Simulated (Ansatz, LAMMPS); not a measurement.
# Which site? a vacancy of Ga in amorphous 32Ga2O3-68GeO2 (mol %) (69 atoms), part 3 of 4

Aim: make a vacancy of Ga at several sites of amorphous 32Ga2O3-68GeO2 (mol %) (69 atoms), relax each, and compare their energies.

Ansatz 0.2.0; Kohn-Sham DFT, revPBE, PAW (set soft_1), plane waves; PAW set soft_1.

The cell: 12 Ga, 13 Ge and 44 O. The quench rate of 20 K/ps is orders of magnitude faster than experiment. The network of bonds at the start is that of the classical potential that made the cell. Sampling is at Γ alone, for a cell whose shortest periodic width is 10 Å.

So far. Step 3 (Relaxation): The relaxation converged after 12 steps, 5.75 eV below its start, with a largest force component of 0.036 eV/Å. Step 5 (Vacancy of Ga, site Ga4): The relaxation converged after 15 steps, 1.44 eV below its start, with a largest force component of 0.018 eV/Å.

### 6. Vacancy of Ga, site Ga8

The site has 6 bonded neighbours (O6) at 2.09 Å on average. 

File input.yaml:

```yaml
crystal:
  lattice:
    - [9.77983, 0.0, 0.0]
    - [0.0, 9.77983, 0.0]
    - [0.0, 0.0, 9.77983]
  atoms:
    [... atom lines 1 to 4 left out ...]
    - { symbol: Ga, position: [0.03456, 0.79629, 0.86176] }
    - { symbol: Ga, position: [0.94847, 0.58255, 0.61254] }
    - { symbol: Ga, position: [0.10749, 0.11149, 0.65811] }
    - { symbol: Ga, position: [0.01694, 0.11366, 0.37826] }
    - { symbol: Ga, position: [0.91974, 0.33881, 0.79813] }
    - { symbol: Ga, position: [0.78943, 0.31357, 0.15024] }
    - { symbol: Ga, position: [0.7634, 0.31004, 0.48431] }
    [... atom lines 12 to 68 left out ...]
magnetization:
  spin_polarized: true
kpoints:
  mp_grid: { grid: [1, 1, 1] }
hamiltonian:
  xc: revpbe
  pseudopotentials: { kind: paw, azcp: { folder: soft_1 } }
scf:
  occupations: { method: fermi_dirac, width: 0.025 }
  lower_state_search: "off"
output:
  forces: true
  eigenvalues: true
relax:
  f_tol: 0.05
  max_steps: 90
```

The run is started by

```bash
> ansatz run input.yaml --threads 4 --pin off --max-ram 8192MiB --backend cpu --events-out ev --progress --plain --runs-dir out
```

The log of the run:

```text
[...]
Crystal: 68 atoms, lattice volume = 935.393 Å³
Basis set: ecut = 420 eV, 18325 PW (Γ), exchange–correlation on 144×144×144 points (8 copies of the dense FFT grid, shifted against one another)
Bands: 365, of which v1, the nominal top of the filled ones, is band 295 counted from 1 (294 counted from 0)
Symmetry: 1 space group operations
[...]
k-points: 1
[...]
Starting moments: Σ|m| = 3.6 μB on 6 of 68 sites
[...]
SCF iter   1: F=—  HF=-122577.202972 eV  |F-HF|=—  |Δ(HF+E_count)|=         —  Δρ=5.88e-2 (↑5.21e-2 ↓5.88e-2)  dr2=8.21e1  dr2_m=1.99e0  M=3.000 μB ∫|m|=3.567 μB  β_m=0.30  ethr=3.10e-3  ⟨swp⟩=6.0  Hψ=2819  notcnv=0  defer=31
[...]
SCF iter   3: F=—  HF=-122561.952662 eV  |F-HF|=—  |Δ(HF+E_count)|=    3.76e0  Δρ=3.88e-2 (↑2.41e-2 ↓3.88e-2)  dr2=3.09e1  dr2_m=1.59e0  M=3.000 μB ∫|m|=3.394 μB  β_m=0.30  ethr=3.10e-3  ⟨swp⟩=2.5  Hψ=1268  notcnv=0  defer=130
[...]
SCF iter  12: F=—  HF=-122557.258687 eV  |F-HF|=—  |Δ(HF+E_count)|=   3.82e-2  Δρ=3.55e-3 (↑1.73e-3 ↓3.55e-3)  dr2=1.68e-1  dr2_m=2.80e-2  M=2.999 μB ∫|m|=3.278 μB  β_m=0.30  ethr=1.11e-4  ⟨swp⟩=2.5  Hψ=750  notcnv=0  defer=130
[...]
SCF iter  14: F=—  HF=-122557.267189 eV  |F-HF|=—  |Δ(HF+E_count)|=   1.63e-2  Δρ=3.31e-3 (↑1.46e-3 ↓3.31e-3)  dr2=1.58e-1  dr2_m=2.30e-2  M=2.999 μB ∫|m|=3.281 μB  β_m=0.14  ethr=2.85e-5  ⟨swp⟩=2.0  Hψ=1117  notcnv=0  defer=130
[...]
SCF iter  25: F=-122557.294145 eV  HF=-122557.294170 eV  |F-HF|=2.54e-5  |Δ(HF+E_count)|=   1.23e-6  Δρ=6.89e-5 (↑1.64e-5 ↓6.89e-5)  dr2=4.77e-5  dr2_m=1.05e-5  M=2.999 μB ∫|m|=3.293 μB  β_m=0.24  ethr=1.06e-8  ⟨swp⟩=10.0  Hψ=3389  notcnv=0
SCF iter  26: F=-122557.294174 eV  HF=-122557.294175 eV  |F-HF|=3.50e-7  |Δ(HF+E_count)|=   4.54e-6  Δρ=3.58e-5 (↑1.27e-5 ↓3.58e-5)  dr2=8.59e-6  dr2_m=3.15e-6  M=2.999 μB ∫|m|=3.293 μB  ethr=8.10e-9  ⟨swp⟩=3.0  Hψ=1942  notcnv=0
SCF 1 converged in 26 iterations: F = -122557.294174 eV  dr2 = 8.59e-6
[...]
relax step   1: F+E_penalty+E_count = -122557.29417419 eV  Δ(F+E_penalty+E_count) = +0.000e0 eV  max|allowed force component| = 1.369e0 eV/Å  Δτ_max = 0.0000 Å  (26 SCF iters, dr2 threshold 6.25e-5 eV, accepted)
[... from here on, the SCF cycles and remarks between the steps are left out ...]
relax step   2: F+E_penalty+E_count = -122557.99267114 eV  Δ(F+E_penalty+E_count) = -6.985e-1 eV  max|allowed force component| = 1.385e0 eV/Å  Δτ_max = 0.1914 Å  (15 SCF iters, dr2 threshold 1.00e-4 eV, accepted)
relax step   3: F+E_penalty+E_count = -122558.45840723 eV  Δ(F+E_penalty+E_count) = -4.657e-1 eV  max|allowed force component| = 6.977e-1 eV/Å  Δτ_max = 0.1943 Å  (15 SCF iters, dr2 threshold 1.00e-4 eV, accepted)
relax step   4: F+E_penalty+E_count = -122558.41230815 eV  Δ(F+E_penalty+E_count) = +4.610e-2 eV  max|allowed force component| = 1.746e0 eV/Å  Δτ_max = 0.2000 Å  (11 SCF iters, dr2 threshold 1.00e-4 eV, rejected (line search))
relax step   5: F+E_penalty+E_count = -122558.67042296 eV  Δ(F+E_penalty+E_count) = -2.120e-1 eV  max|allowed force component| = 2.100e-1 eV/Å  Δτ_max = 0.0961 Å  (18 SCF iters, accepted)
relax step   6: F+E_penalty+E_count = -122558.73977858 eV  Δ(F+E_penalty+E_count) = -6.936e-2 eV  max|allowed force component| = 2.819e-1 eV/Å  Δτ_max = 0.1000 Å  (13 SCF iters, dr2 threshold 4.00e-6 eV, accepted)
relax step   7: F+E_penalty+E_count = -122558.76734490 eV  Δ(F+E_penalty+E_count) = -2.757e-2 eV  max|allowed force component| = 2.577e-1 eV/Å  Δτ_max = 0.0892 Å  (12 SCF iters, dr2 threshold 7.20e-6 eV, accepted)
relax step   8: F+E_penalty+E_count = -122558.79233295 eV  Δ(F+E_penalty+E_count) = -2.499e-2 eV  max|allowed force component| = 1.955e-1 eV/Å  Δτ_max = 0.0878 Å  (9 SCF iters, dr2 threshold 5.55e-5 eV, accepted)
relax step   9: F+E_penalty+E_count = -122558.83164353 eV  Δ(F+E_penalty+E_count) = -3.931e-2 eV  max|allowed force component| = 2.288e-1 eV/Å  Δτ_max = 0.1952 Å  (11 SCF iters, dr2 threshold 2.20e-5 eV, accepted)
relax step  10: F+E_penalty+E_count = -122558.86850253 eV  Δ(F+E_penalty+E_count) = -3.686e-2 eV  max|allowed force component| = 1.801e-1 eV/Å  Δτ_max = 0.1959 Å  (11 SCF iters, dr2 threshold 3.01e-5 eV, accepted)
relax step  11: F+E_penalty+E_count = -122558.90139620 eV  Δ(F+E_penalty+E_count) = -3.289e-2 eV  max|allowed force component| = 1.747e-1 eV/Å  Δτ_max = 0.1981 Å  (12 SCF iters, dr2 threshold 2.01e-5 eV, accepted)
relax step  12: F+E_penalty+E_count = -122558.92363706 eV  Δ(F+E_penalty+E_count) = -2.224e-2 eV  max|allowed force component| = 1.352e-1 eV/Å  Δτ_max = 0.0795 Å  (10 SCF iters, dr2 threshold 1.89e-5 eV, accepted)
relax step  13: F+E_penalty+E_count = -122558.91547464 eV  Δ(F+E_penalty+E_count) = +8.162e-3 eV  max|allowed force component| = 4.051e-1 eV/Å  Δτ_max = 0.2000 Å  (15 SCF iters, dr2 threshold 1.10e-5 eV, rejected (line search))
relax step  14: F+E_penalty+E_count = -122558.96144699 eV  Δ(F+E_penalty+E_count) = -3.781e-2 eV  max|allowed force component| = 8.244e-2 eV/Å  Δτ_max = 0.0975 Å  (16 SCF iters, accepted)
relax step  15: F+E_penalty+E_count = -122558.98035944 eV  Δ(F+E_penalty+E_count) = -1.891e-2 eV  max|allowed force component| = 1.342e-1 eV/Å  Δτ_max = 0.0953 Å  (13 SCF iters, dr2 threshold 2.53e-6 eV, accepted)
relax step  16: F+E_penalty+E_count = -122558.99282992 eV  Δ(F+E_penalty+E_count) = -1.247e-2 eV  max|allowed force component| = 1.735e-1 eV/Å  Δτ_max = 0.1075 Å  (13 SCF iters, dr2 threshold 6.70e-6 eV, accepted)
relax step  17: F+E_penalty+E_count = -122559.00646032 eV  Δ(F+E_penalty+E_count) = -1.363e-2 eV  max|allowed force component| = 1.210e-1 eV/Å  Δτ_max = 0.0333 Å  (10 SCF iters, dr2 threshold 3.01e-5 eV, accepted)
relax step  18: F+E_penalty+E_count = -122559.02604467 eV  Δ(F+E_penalty+E_count) = -1.958e-2 eV  max|allowed force component| = 2.058e-1 eV/Å  Δτ_max = 0.1353 Å  (14 SCF iters, dr2 threshold 7.11e-6 eV, accepted)
relax step  19: F+E_penalty+E_count = -122559.03675161 eV  Δ(F+E_penalty+E_count) = -1.071e-2 eV  max|allowed force component| = 1.416e-1 eV/Å  Δτ_max = 0.0464 Å  (9 SCF iters, dr2 threshold 2.06e-5 eV, accepted)
relax step  20: F+E_penalty+E_count = -122559.04160591 eV  Δ(F+E_penalty+E_count) = -4.854e-3 eV  max|allowed force component| = 2.333e-1 eV/Å  Δτ_max = 0.2000 Å  (14 SCF iters, dr2 threshold 9.51e-6 eV, accepted)
relax step  21: F+E_penalty+E_count = -122559.06645855 eV  Δ(F+E_penalty+E_count) = -2.485e-2 eV  max|allowed force component| = 1.118e-1 eV/Å  Δτ_max = 0.0598 Å  (11 SCF iters, dr2 threshold 2.58e-5 eV, accepted)
relax step  22: F+E_penalty+E_count = -122559.08673910 eV  Δ(F+E_penalty+E_count) = -2.028e-2 eV  max|allowed force component| = 1.534e-1 eV/Å  Δτ_max = 0.2000 Å  (17 SCF iters, dr2 threshold 2.87e-6 eV, accepted)
relax step  23: F+E_penalty+E_count = -122559.10366325 eV  Δ(F+E_penalty+E_count) = -1.692e-2 eV  max|allowed force component| = 2.592e-1 eV/Å  Δτ_max = 0.1652 Å  (14 SCF iters, dr2 threshold 5.41e-6 eV, accepted)
relax step  24: F+E_penalty+E_count = -122559.11459184 eV  Δ(F+E_penalty+E_count) = -1.093e-2 eV  max|allowed force component| = 7.660e-2 eV/Å  Δτ_max = 0.0468 Å  (9 SCF iters, dr2 threshold 6.72e-5 eV, accepted)
relax step  25: F+E_penalty+E_count = -122559.10529164 eV  Δ(F+E_penalty+E_count) = +9.300e-3 eV  max|allowed force component| = 3.718e-1 eV/Å  Δτ_max = 0.1661 Å  (22 SCF iters, rejected (line search))
relax step  26: F+E_penalty+E_count = -122559.12937437 eV  Δ(F+E_penalty+E_count) = -1.478e-2 eV  max|allowed force component| = 5.165e-2 eV/Å  Δτ_max = 0.0810 Å  (17 SCF iters, accepted)
relax step  27: F+E_penalty+E_count = -122559.13086276 eV  Δ(F+E_penalty+E_count) = -1.488e-3 eV  max|allowed force component| = 8.563e-2 eV/Å  Δτ_max = 0.0492 Å  (18 SCF iters, accepted)
relax step  28: F+E_penalty+E_count = -122559.12219633 eV  Δ(F+E_penalty+E_count) = +8.666e-3 eV  max|allowed force component| = 1.462e-1 eV/Å  Δτ_max = 0.0844 Å  (16 SCF iters, dr2 threshold 3.33e-6 eV, rejected (line search))
relax step  29: F+E_penalty+E_count = -122559.13710390 eV  Δ(F+E_penalty+E_count) = -6.241e-3 eV  max|allowed force component| = 4.678e-2 eV/Å  Δτ_max = 0.0411 Å  (25 SCF iters, accepted)
SCF converged after 25 iterations
Magnetization: 2.9999 μB (295.9999 up, 293.0001 down)
Absolute magnetization: 3.3188 μB (∫|ρ↑−ρ↓|, with the PAW one-centre terms)
[...]
Per-site moments (μB) at R_I (Å): [(2.641893e-5, 0.764800), (0.000893394, 0.754618), (-0.000318137, 0.747353), (0.00164883, 0.739245), (0.000856867, 0.758648), [...]
Free energy (F): -122559.137104 eV
[...]
Internal energy: -122559.109589 eV  (E = F + TS)
E sigma→0 (E₀):  -122559.123346 eV
Entropy (-TS):   -0.027515 eV (-0.405 meV/atom)
Fermi energy:    4.553536 eV
[...]
Σ components = -122559.137104   (vs F -122559.137104, Δ=0.00e0)
--- Forces (eV/Å), atoms counted from 1 ---
  atom   1  Ga     0.03513675     0.01800134     0.02673454
  atom   2  Ga    -0.01857501     0.02394404    -0.00277578
  atom   3  Ga     0.00378489     0.01128218     0.01343288
  atom   4  Ga     0.00656772    -0.02355550    -0.00511612
[...]
atom  68  O     -0.00234953     0.00197222    -0.00887158
  max |Σ_I F_I| component: 3.37e-5 eV/Å
--- Band table (eV) ---
[...]
--- Relaxed structure (29 steps of the walk, 25 accepted, 0 SCFs on fresh bases) ---
  F+E_penalty+E_count = -122559.13710390 eV   max|allowed force component| = 4.678e-2 eV/Å
  atoms:
    - { symbol: Ga, position: [0.888306, 0.907055, 0.570143] }
    - { symbol: Ga, position: [0.298097, 0.656068, 0.706319] }
    - { symbol: Ga, position: [0.627553, 0.069663, 0.720716] }
    - { symbol: Ga, position: [0.573791, 0.373578, 0.814633] }
[...]
- { symbol: O, position: [0.634075, 0.142847, 0.519278] }
```

The job ended after 15 min (4 threads of Arm Neoverse V1, shared host; peak memory 2.3 GiB).

The relaxation converged after 29 steps, 1.84 eV below its start, with a largest force component of 0.047 eV/Å.

The surroundings of the place of the removed atom, after relaxation, nearest first, numbered as they follow in the input and with coordinates relative to it.

```
atom      x      y      z  distance (Å)  bonds  moment (μB)
 O33  -0.27  -2.03  -0.86          2.22      2         0.03
 O49   2.14  -0.67   0.07          2.24      2         0.24
 O47  -2.38  -0.11  -0.14          2.39      2         0.48
 O40   1.33   1.98   0.97          2.58      2         0.02
 Ga7  -1.83  -1.27  -1.56          2.72      5         0.00
 O34  -0.77   2.19  -1.47          2.75      2         0.04
 O58  -0.17   0.39   2.72          2.75      2         0.00
 Ga4   2.55   1.12  -0.03          2.79      4         0.00
Ge16   0.22  -3.04   0.48          3.08      4         0.00
Ge22   1.32   1.36   2.62          3.24      4         0.00
```

The largest move is 1.77 Å, by O67.

### 7. Vacancy of Ga, site Ga6

The site has 5 bonded neighbours (O5) at 2.00 Å on average. 

Input and log are left out; they have the form of those shown for this kind of step.

Elapsed: 15 min, on 4 threads of Arm Neoverse V1, shared host; peak memory 2.3 GiB; 60 min of CPU time.

The relaxation converged after 27 steps, 1.93 eV below its start, with a largest force component of 0.030 eV/Å.

The surroundings of the place of the removed atom, after relaxation, nearest first, numbered as they follow in the input and with coordinates relative to it.

```
atom      x      y      z  distance (Å)  bonds  moment (μB)
 O59  -0.62  -2.16  -0.10          2.25      2         0.50
 O34   2.29  -0.41   0.31          2.35      2         0.00
 O66   0.26  -0.89   2.20          2.38      2         0.32
 O48  -2.25   1.16  -0.12          2.53      3         0.00
 O60   0.58   2.50   0.75          2.68      3         0.00
 Ga1  -0.91   2.97  -0.38          3.13      5         0.00
 Ga9  -0.14  -2.67   1.66          3.15      4         0.01
 O51  -2.12  -0.69  -2.31          3.21      3         0.00
 O26   0.16   1.09  -3.02          3.22      1         0.57
Ge17   2.56  -1.77  -0.80          3.22      4         0.00
```

The largest move is 1.32 Å, by O26.

(Part 3 of 4 ends here.)

[Long decimals in the printed logs are rounded to 6 places.]

[Logs are printed without paths, hosts, clocks, repeated set-up lines and the standing remarks that a program may print on its own settings, such as how far it seeks lower states.]

[Hosts, paths, dates, database ids (printed as entryN), source tags and the programs' standing remarks are cut or masked in the printed files.]
